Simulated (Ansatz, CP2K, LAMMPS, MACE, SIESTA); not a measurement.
## CP2K on glassy B2O3 (220 atoms): settings against a plane-wave reference

Aim: run glassy B2O3 (220 atoms) in CP2K and see how near its forces come to a plane-wave reference, and at what cost.

Calculated with CP2K 2026.2; the method is named at each step.

## Step 1: The starting structure

The cell holds 220 atoms: 88 B and 132 O. Its edges and angles: a = 13.720 Å, b = 13.720 Å, c = 13.720 Å, α = 90.0°, β = 90.0°, γ = 90.0°. 220 atoms (88 B, 132 O) placed at random at 1.93 g/cm³, melted at 3000 K for 20 ps at fixed volume with the Buckingham and Coulomb pair potential of Guillot and Sator (Geochim. Cosmochim. Acta 71, 1249 (2007)) with the boron terms of Wang et al. (J. Non-Cryst. Solids 498, 294 (2018)). Quenched from 3000 K to 300 K at 100 K/ps and fixed volume, held 10 ps at zero pressure.

The yardstick, on the same geometry:

```
method                                           : Kohn-Sham DFT, PBE, PAW, plane waves (Ansatz 0.2.0); cutoff 420 eV, Γ point, fermi-dirac smearing of 0.05 eV; PAW set soft_2
r.m.s. force component                           : 0.9626 eV/Å
longest force                                    : 3.62 eV/Å
gap (highest filled to lowest empty level) : 2.475 eV
SCF cycles                                       : 10
time                                             : 19 s on 16 threads of Arm Neoverse V2, shared host
CPU time                                         : 4.6 min
```

## Step 2: PBE, DZVP-MOLOPT-SR, 450/40 Ry, OT DIIS

Method: Kohn-Sham DFT, PBE, GTH-PBE pseudopotentials, Gaussian and plane waves, DZVP-MOLOPT-SR-GTH, orbital transformation.

The input, input.inp:

```
&GLOBAL
  PROJECT cell
  RUN_TYPE ENERGY_FORCE
  PRINT_LEVEL LOW
&END GLOBAL
&FORCE_EVAL
  METHOD QS
  &DFT
    BASIS_SET_FILE_NAME BASIS_MOLOPT
    POTENTIAL_FILE_NAME GTH_POTENTIALS
    &MGRID
      CUTOFF 450
      REL_CUTOFF 40
    &END MGRID
    &QS
      EPS_DEFAULT 1.0E-10
    &END QS
    &SCF
      SCF_GUESS ATOMIC
      EPS_SCF 1.0E-06
      MAX_SCF 30
      &OT
        MINIMIZER DIIS
        PRECONDITIONER FULL_ALL
        ENERGY_GAP 0.001
      &END OT
      &OUTER_SCF
        EPS_SCF 1.0E-06
        MAX_SCF 8
      &END OUTER_SCF
      &PRINT
        &RESTART OFF
        &END RESTART
      &END PRINT
    &END SCF
    &XC
      &XC_FUNCTIONAL PBE
      &END XC_FUNCTIONAL
    &END XC
    &PRINT
      &MULLIKEN ON
      &END MULLIKEN
      &HIRSHFELD ON
        SHAPE_FUNCTION DENSITY
      &END HIRSHFELD
      &MO_CUBES
        NHOMO 1
        NLUMO 4
        WRITE_CUBE F
      &END MO_CUBES
    &END PRINT
  &END DFT
  &SUBSYS
    &CELL
      A 13.71989 0.00000 0.00000
      B 0.00000 13.71989 0.00000
      C 0.00000 0.00000 13.71989
    &END CELL
    &TOPOLOGY
      COORD_FILE_NAME structure.xyz
      COORD_FILE_FORMAT XYZ
    &END TOPOLOGY
    &KIND B
      BASIS_SET DZVP-MOLOPT-SR-GTH-q3
      POTENTIAL GTH-PBE-q3
    &END KIND
    &KIND O
      BASIS_SET DZVP-MOLOPT-SR-GTH-q6
      POTENTIAL GTH-PBE-q6
    &END KIND
  &END SUBSYS
  &PRINT
    &FORCES ON
    &END FORCES
  &END PRINT
&END FORCE_EVAL
```

The input, structure.xyz:

```xyz
220

B 11.76192 12.47851 1.27362
B 1.84052 10.35577 6.99879
B 3.12031 8.31178 0.08561
B 4.21736 3.48279 2.34802
B 3.36357 6.35066 1.82186
B 5.47849 8.64339 9.42680
B 1.37007 5.10531 0.66185
B 10.44728 12.21921 9.77926
B 6.47812 0.67790 12.95254
B 9.27341 9.14650 5.91574
B 3.40994 8.10063 3.76378
B 2.46725 11.93109 3.20071
B 1.98993 1.02721 8.21657
B 12.18230 6.89754 6.62465
B 11.35307 13.55525 4.81239
B 4.42741 4.77493 7.22270
B 13.30843 1.52208 10.84352
B 12.31854 8.44487 10.31667
B 0.67433 12.72122 7.14642
B 3.31788 1.04436 1.77535
B 6.49623 8.41139 5.06346
B 11.82188 13.47348 7.80223
B 12.35504 4.57764 8.17417
B 5.98928 5.44446 1.87482
B 7.16233 12.74660 2.79392
B 0.12060 3.44808 5.20272
B 2.59992 0.94804 4.30228
B 6.79409 5.37408 8.34485
B 6.26244 0.32379 9.08915
B 0.00425 5.43994 3.38826
B 3.69573 11.15221 5.45256
B 3.54495 9.27753 11.26060
B 6.34367 11.02023 4.80443
B 9.21922 1.48600 4.42741
B 6.59886 1.42138 1.81281
B 3.29168 3.28427 12.03838
B 10.81566 1.29749 11.19639
B 8.44144 4.68315 6.18904
B 1.14520 2.62901 13.55264
B 12.12948 10.85655 11.46612
B 9.22018 11.65313 1.31752
B 8.62569 8.49055 8.29546
B 9.46000 4.16371 9.83291
B 12.12975 2.30563 6.78215
B 6.08793 10.62496 11.73997
B 7.26578 6.82880 10.27990
B 6.68008 1.29996 5.06621
B 11.55681 6.35190 2.18572
B 3.89329 10.18427 2.09489
B 1.37995 7.08673 5.06593
B 2.10175 3.56429 7.10937
B 7.51589 3.72838 11.58302
B 10.84996 7.63663 4.38104
B 3.95695 5.79487 11.92917
B 9.27588 2.63244 7.56268
B 13.61658 7.11267 13.44563
[... 160 atom lines left out ...]
O 9.08819 10.31983 0.95902
O 1.43112 0.10194 7.31984
O 4.82762 9.84690 1.11227
O 12.73453 13.67695 4.58615
```

The run is started by

```
> OMP_NUM_THREADS=1 mpirun -np 4 cp2k.psmp -i input.inp > output.txt
```

Numbers of over 12 decimals in the logs are rounded to 6 here.

Log:

```text
CP2K| version string:                                       CP2K version 2026.2
 CP2K| Input file name                                                 input.inp
 GLOBAL| Basis set file name                                        BASIS_MOLOPT
 GLOBAL| Potential file name                                      GTH_POTENTIALS
 GLOBAL| Run type                                                   ENERGY_FORCE
 GLOBAL| Total number of message passing processes                             4
 GLOBAL| Number of threads for this process                                    1
 TOTAL NUMBERS AND MAXIMUM NUMBERS
  Total number of            - Atomic kinds:                                   2
                             - Atoms:                                        220
                             - Shell sets:                                   220
                             - Shells:                                      1100
                             - Primitive Cartesian functions:               1012
                             - Cartesian basis functions:                   3080
                             - Spherical basis functions:                   2860
  Maximum angular momentum of- Orbital basis functions:                        2
                             - Local part of the GTH pseudopotential:          2
                             - Non-local part of the GTH pseudopotential:      0
 SCF PARAMETERS         Density guess:                                    ATOMIC
                        max_scf:                                              30
                        eps_scf:                                        1.00E-06
                        Outer loop SCF in use
                        eps_scf                                         1.00E-06
                        max_scf                                                8
 Extrapolation method: initial_guess
 Number of electrons:                                                       1056
[... lines left out ...]
  Step     Update method      Time    Convergence         Total energy    Change
[... lines left out ...]
  Exchange-correlation energy:                               -561.987369
  Total energy:                                             -2373.662800
  outer SCF iter =    1 RMS gradient =   0.11E-04 energy =      -2373.6628001286
  ----------------------------------- OT ---------------------------------------
  Minimizer      : DIIS                : direct inversion
                                         in the iterative subspace
                                         using   7 DIIS vectors
                                         safer DIIS on
  Preconditioner : FULL_ALL            : diagonalization, state selective
  Precond_solver : DEFAULT
  stepsize       :    0.15000000                  energy_gap     :    0.00100000
  eps_taylor     :   0.10000E-15                  max_taylor     :             4
  ----------------------------------- OT ---------------------------------------
  Step     Update method      Time    Convergence         Total energy    Change
[...]
3 OT DIIS     0.15E+00    5.5     0.00000434     -2373.6633483569 -7.95E-05
     4 OT DIIS     0.15E+00    5.6     0.00000032     -2373.6633494334 -1.08E-06
  *** SCF run converged in     4 steps ***
  Electronic density on regular grids:      -1055.9999999994        0.0000000006
  Core density on regular grids:             1055.9999999304       -0.0000000696
  Total charge density on r-space grids:       -0.0000000690
  Total charge density g-space grids:          -0.0000000690
  Overlap energy of the core charge distribution:               9.9609e-05
  Self energy of the core charge distribution:              -6014.689965
  Core Hamiltonian energy:                                   1756.781693
  Hartree energy:                                            2446.232132
  Exchange-correlation energy:                               -561.987309
  Total energy:                                             -2373.663349
  outer SCF iter =    2 RMS gradient =   0.32E-06 energy =      -2373.6633494334
  outer SCF loop converged in   2 iterations or   34 steps
 !-----------------------------------------------------------------------------!
                     Mulliken Population Analysis
 #  Atom  Element  Kind  Atomic population                           Net charge
       1     B        1          2.637875                              0.362125
       2     B        1          2.717619                              0.282381
       3     B        1          2.776726                              0.223274
[...]
219     O        2          6.216682                             -0.216682
     220     O        2          6.232400                             -0.232400
 # Total charge                           1056.000000                  0.000000
 !-----------------------------------------------------------------------------!
 !-----------------------------------------------------------------------------!
                           Hirshfeld Charges
  #Atom  Element  Kind  Ref Charge     Population                    Net charge
      1       B      1       3.000          2.641                         0.359
      2       B      1       3.000          2.685                         0.315
      3       B      1       3.000          2.708                         0.292
[...]
219       O      2       6.000          6.202                        -0.202
    220       O      2       6.000          6.210                        -0.210
  Total Charge                                                           -0.000
 !-----------------------------------------------------------------------------!
  Eigenvalues of the occupied subspace spin            1
      -0.84738565     -0.75468519     -0.74707841     -0.74157201
      -0.74030938     -0.73662769     -0.73308417     -0.73128879
      -0.72927785     -0.72851638     -0.72764776     -0.72624337
[...]
0.03535740      0.05428258      0.06410702      0.06807511
 Fermi Energy [eV] :    1.852418
  Using OT eigensolver for additional unoccupied orbitals spin            1
  Lowest Eigenvalues of the unoccupied subspace spin            1
 OT| Eigensolver reached convergence in 197 iterations
       0.15333727      0.16542840      0.17450362      0.18589432
 HOMO - LUMO gap [eV] :    2.320102
 ENERGY| Total FORCE_EVAL ( QS ) energy [hartree]          -2373.663349
 FORCES| Atomic forces [hartree/bohr]
 FORCES|   Atom     x               y               z               |f|
 FORCES|      1 -2.60302612E-02 -4.34801708E-02  2.08543799E-02   5.47996799E-02
 FORCES|      2 -2.43958500E-02  6.68940652E-03 -9.21788670E-03   2.69235044E-02
 FORCES|      3 -2.14401872E-02 -2.93165681E-02  2.02561960E-02   4.15867319E-02
[...]
FORCES|    219 -6.52148999E-03  6.47586427E-03 -3.78155640E-03   9.93814965E-03
 FORCES|    220 -1.56547528E-03  1.16306306E-03 -1.48610044E-02   1.49884249E-02
 FORCES| Sum    -1.61868055E-02 -1.08499829E-02 -2.63134596E-02
 FORCES| Total atomic force                                       3.27434415E-02
```

The job ended after 3.9 min (4 MPI ranks of Arm Neoverse V2, shared host; peak memory 4.3 GiB; 16 min of CPU time).

Banners, paths, timers and routine set-up lines are dropped from the logs unmarked, and long logs keep their key lines alone; longer cuts are marked.

Against the reference:

- r.m.s. force component: 0.9926 eV/Å
- r.m.s. difference of force components: 96.22 meV/Å
- longest difference of force vectors: 366.6 meV/Å
- force difference over r.m.s. force: 9.996 %
- slope of forces against the reference's: 1.027
- correlation of force components: 0.9956
- gap (highest filled to lowest empty level): 2.32 eV
- gap difference: -0.1545 eV

Length of the force difference by element (eV/Å):

```tsv
element	atoms	mean	most
B	88	0.056	0.13
O	132	0.19	0.37
```

A closer look about O185, picked at random: 10 atoms, nearest first, numbered in the order of the input, with positions taken from that point.

```tsv
atom	x	y	z	distance (Å)	bonds	Hirshfeld charge (e)	Fx	Fy	Fz (eV/Å)
O185	0.00	0.00	0.00	0.00	2	-0.20	-0.12	-0.72	0.25
B76	-0.93	0.70	-0.75	1.39	3	0.34	-1.17	1.68	0.21
B38	0.13	-0.61	1.27	1.41	3	0.34	-1.74	-0.29	1.32
O212	-1.19	2.06	-0.45	2.42	2	-0.21	0.26	-0.78	-0.17
O126	-0.66	-0.11	2.35	2.44	2	-0.21	0.38	0.56	0.17
O175	-1.68	0.14	-1.82	2.48	2	-0.19	0.58	0.38	1.02
O157	0.78	-1.81	1.53	2.49	2	-0.21	0.42	0.52	-0.77
B61	-0.09	-1.96	-2.20	2.95	3	0.33	0.87	-2.43	-0.12
O177	0.67	-2.65	-1.24	3.00	2	-0.23	1.43	0.81	-0.89
O124	0.45	-0.85	-2.86	3.02	2	-0.21	-0.04	-0.92	0.30
```

Forces lie 10.0 % from the reference's, at 3.4 times its CPU time (on 4 against 16 cores).

The difference per atom is largest on O (0.19 eV/Å on average, against 0.056 on B). The forces add up to 1.7 eV/Å instead of zero, usually a sign of too coarse a grid.

(Part 1 of 2 ends here.)

[Also dropped from logs without a mark: logging warnings of Python, and SIESTA's first energy breakdown and zero terms.]

[Logs are printed without paths, hosts, clocks, repeated set-up lines and the standing remarks that a program may print on its own settings, such as how far it seeks lower states.]

[Hosts, paths, dates, database ids (printed as entryN), source tags and the programs' standing remarks are cut or masked in the printed files.]
